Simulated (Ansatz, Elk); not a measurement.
# How far do independent atoms describe AlZnGeH?, part 2 of 2

Structure refinements treat a crystal as free atoms side by side. For a made-up structure of AlZnGeH (cell and positions from a PBEsol relaxation) the runs below show what the calculated density changes in F(hkl).

Elk 11.2.3 (patched build); all-electron DFT.

So far: Starting point; Ground state and structure factors; The highest occupied states alone; Another try.

The structure was built from a prototype and need not be the compound's stable phase.

**5. Another functional**

Level of this step: DFT, LDA (Perdew-Wang), all-electron APW+lo, Dirac cores, scalar-relativistic bands, static density, no spin (Elk).

The difference from free atoms is small, so it is set against the change that LDA (Perdew-Wang) makes.

elk.in reads:

```
tasks
  0
  195

xctype
  3

spinpol
  .false.

rgkmax
  7.0

gmaxvr
  14.0

lmaxo
  7

lmaxapw
  8

swidth
  0.002

tshift
  .false.

ramdisk
  .false.

hmaxvr
  5.5

maxscl
  120

epspot
  1e-06

sppath
  './'

avec
  7.31260133958 0.00000000000 -0.00000000000
  -3.65630066979 6.33289852782 0.00000000000
  -0.00000000000 0.00000000000 9.19386171360

atoms
  4
  'Ge.in'
  1
  0.6666666667 0.3333333333 0.6740093224   0.000000 0.000000 0.000000
  'Zn.in'
  1
  0.3333333333 0.6666666667 -0.0653825452   0.000000 0.000000 0.000000
  'Al.in'
  1
  0.0000000000 -0.0000000000 0.4330840202   0.000000 0.000000 0.000000
  'H.in'
  1
  0.0000000000 -0.0000000000 0.0921892026   0.000000 0.000000 0.000000

ngridk
  7 7 5
```

The run is started by

```
> OMP_NUM_THREADS=4 elk
```

Numbers of over 12 decimals in the logs are rounded to 6 here.

The log of the run:

```text
┌─────────────────────────┐
│ Elk code version 11.2.3 │
└─────────────────────────┘

All units are atomic (Hartree, Bohr, etc.)

┌─────────────────────────────────────────────────┐
│ Ground-state run starting from atomic densities │
└─────────────────────────────────────────────────┘

Lattice vectors :
   7.312601340       0.000000000      -0.000000000
  -3.656300670       6.332898528       0.000000000
  -0.000000000       0.000000000       9.193861714

Reciprocal lattice vectors :
  0.8592271088      0.4960750026       0.000000000
[...]
species : 3 (Al)
   atom 1                    :    10.72105791     (  0.2566678628E-02)
  species : 4 (H)
   atom 1                    :   0.5843432648     (   0.000000000    )
 total in muffin-tins        :    70.86790067
 total calculated charge     :    75.99664334
 total charge                :    76.00000000
 error                       :   0.3356663337E-02

┌──────────────────────────────┐
│ Self-consistent loop stopped │
└──────────────────────────────┘

Warning : core states of species 1 leak from the muffin-tin :   0.3445511381E-03

Warning : core states of species 3 leak from the muffin-tin :   0.2566678628E-02

Wrote STATE.OUT
[key lines of the parts left out:]
total energy                :     -4132.0801620485
```

Run time: 30 s. Hardware: 4 threads of Arm Neoverse V2, shared host; peak memory 0.17 GiB; 1.8 min of CPU time.

Against the first run R = 0.06 %; the largest change is -0.053 at 300.

**6. Basis size**

The basis and the expansions that go with it are enlarged, to see whether the differences are converged.

elk.in: that of step 5 with these lines changed.

```diff
@@ -5,3 +5,3 @@
 xctype
-  3
+  20
 
@@ -11,12 +11,12 @@
 rgkmax
-  7.0
+  8.5
 
 gmaxvr
-  14.0
+  18.0
 
 lmaxo
-  7
+  9
 
 lmaxapw
-  8
+  10
```

The run is started by

```
> OMP_NUM_THREADS=4 elk
```

The log of the run:

```text
┌─────────────────────────┐
│ Elk code version 11.2.3 │
└─────────────────────────┘

All units are atomic (Hartree, Bohr, etc.)

┌─────────────────────────────────────────────────┐
│ Ground-state run starting from atomic densities │
└─────────────────────────────────────────────────┘

Lattice vectors :
   7.312601340       0.000000000      -0.000000000
  -3.656300670       6.332898528       0.000000000
  -0.000000000       0.000000000       9.193861714

Reciprocal lattice vectors :
  0.8592271088      0.4960750026       0.000000000
[...]
species : 3 (Al)
   atom 1                    :    10.70736642     (  0.2425017284E-02)
  species : 4 (H)
   atom 1                    :   0.6084011417     (   0.000000000    )
 total in muffin-tins        :    70.83703780
 total calculated charge     :    75.99717372
 total charge                :    76.00000000
 error                       :   0.2826277659E-02

┌──────────────────────────────┐
│ Self-consistent loop stopped │
└──────────────────────────────┘

Warning : core states of species 1 leak from the muffin-tin :   0.3402244151E-03

Warning : core states of species 3 leak from the muffin-tin :   0.2425017284E-02

Wrote STATE.OUT
[key lines of the parts left out:]
total energy                :     -4138.5735313202
```

Elapsed: 2.6 min, on 4 threads; peak memory 0.28 GiB; 9.4 min of CPU time.

Against the first run R = 0.00 %; the largest change is -0.002 at 122.

**7. A coarser k-mesh**

About half the k-points along each axis test the sampling.

elk.in: that of step 6 with these lines changed.

```diff
@@ -11,12 +11,12 @@
 rgkmax
-  8.5
+  7.0
 
 gmaxvr
-  18.0
+  14.0
 
 lmaxo
-  9
+  7
 
 lmaxapw
-  10
+  8
 
@@ -64,2 +64,2 @@
 ngridk
-  7 7 5
+  4 4 2
```

The run is started by

```
> OMP_NUM_THREADS=4 elk
```

The log of the run:

```text
┌─────────────────────────┐
│ Elk code version 11.2.3 │
└─────────────────────────┘

All units are atomic (Hartree, Bohr, etc.)

┌─────────────────────────────────────────────────┐
│ Ground-state run starting from atomic densities │
└─────────────────────────────────────────────────┘

Lattice vectors :
   7.312601340       0.000000000      -0.000000000
  -3.656300670       6.332898528       0.000000000
  -0.000000000       0.000000000       9.193861714

Reciprocal lattice vectors :
  0.8592271088      0.4960750026       0.000000000
[...]
species : 3 (Al)
   atom 1                    :    10.70867036     (  0.2427793741E-02)
  species : 4 (H)
   atom 1                    :   0.5954093922     (   0.000000000    )
 total in muffin-tins        :    70.82408858
 total calculated charge     :    75.99677470
 total charge                :    76.00000000
 error                       :   0.3225299624E-02

┌──────────────────────────────┐
│ Self-consistent loop stopped │
└──────────────────────────────┘

Warning : core states of species 1 leak from the muffin-tin :   0.3397264312E-03

Warning : core states of species 3 leak from the muffin-tin :   0.2427793741E-02

Wrote STATE.OUT
[key lines of the parts left out:]
total energy                :     -4138.5701351604
```

Run time: 18 s. Hardware: 4 threads; peak memory 0.17 GiB.

Against the first run R = 0.01 %; the largest change is -0.044 at 001.

**8. Settings against the effect**

```
                              run  R against the first run (%)  R against neutral atoms, low angle (%)  wall time
                    PBE, rgkmax 7                         0.00                                    0.75       53 s
                LDA (Perdew-Wang)                         0.06                                    0.74       30 s
rgkmax 8.5 with larger expansions                         0.00                                    0.75    2.6 min
                     k-mesh 4×4×2                         0.01                                    0.72       18 s
```

**9. Summary of results**

```
R against neutral atoms, sin θ/λ < 0.3 Å⁻¹ : 0.75 %
R against neutral atoms, 0.3 to 0.82 Å⁻¹   : 0.24 %
```

What this shows: Independent neutral atoms miss the calculated amplitudes by R = 0.75 % below 0.3 Å⁻¹ and 0.24 % from there to 0.82 Å⁻¹; by shells, 0.57 % below 0.15 Å⁻¹ (2 forms), 0.76 % 0.15 to 0.3 (8 forms), 0.39 % 0.3 to 0.45 (20 forms), 0.20 % above 0.45 (108 forms). Bonding, aspherical density and the tables' own atoms all enter these figures, and the runs don't part them. The largest change of an amplitude is -0.40 electrons, at 012. R counts amplitudes alone; phases shift too. The window's part falls from 19.3 electrons at the origin to at most 3.05 between 0.45 and 0.82 Å⁻¹, where compact states inside the window still scatter. Below 0.3 Å⁻¹ the changes that finished (LDA (Perdew-Wang), rgkmax 8.5 with larger expansions and k-mesh 4×4×2) move F by R = 0.05 % at most, against the 0.75 % that separates it from free atoms. Part of the difference isn't bonding: the tables are fits to free atoms and ions calculated by other methods than this functional. Thermal motion, anomalous dispersion and extinction are left out.

[Logs are printed without paths, hosts, clocks, repeated set-up lines and the standing remarks that a program may print on its own settings, such as how far it seeks lower states.]

[Hosts, paths, dates, database ids (printed as entryN), source tags and the programs' standing remarks are cut or masked in the printed files.]
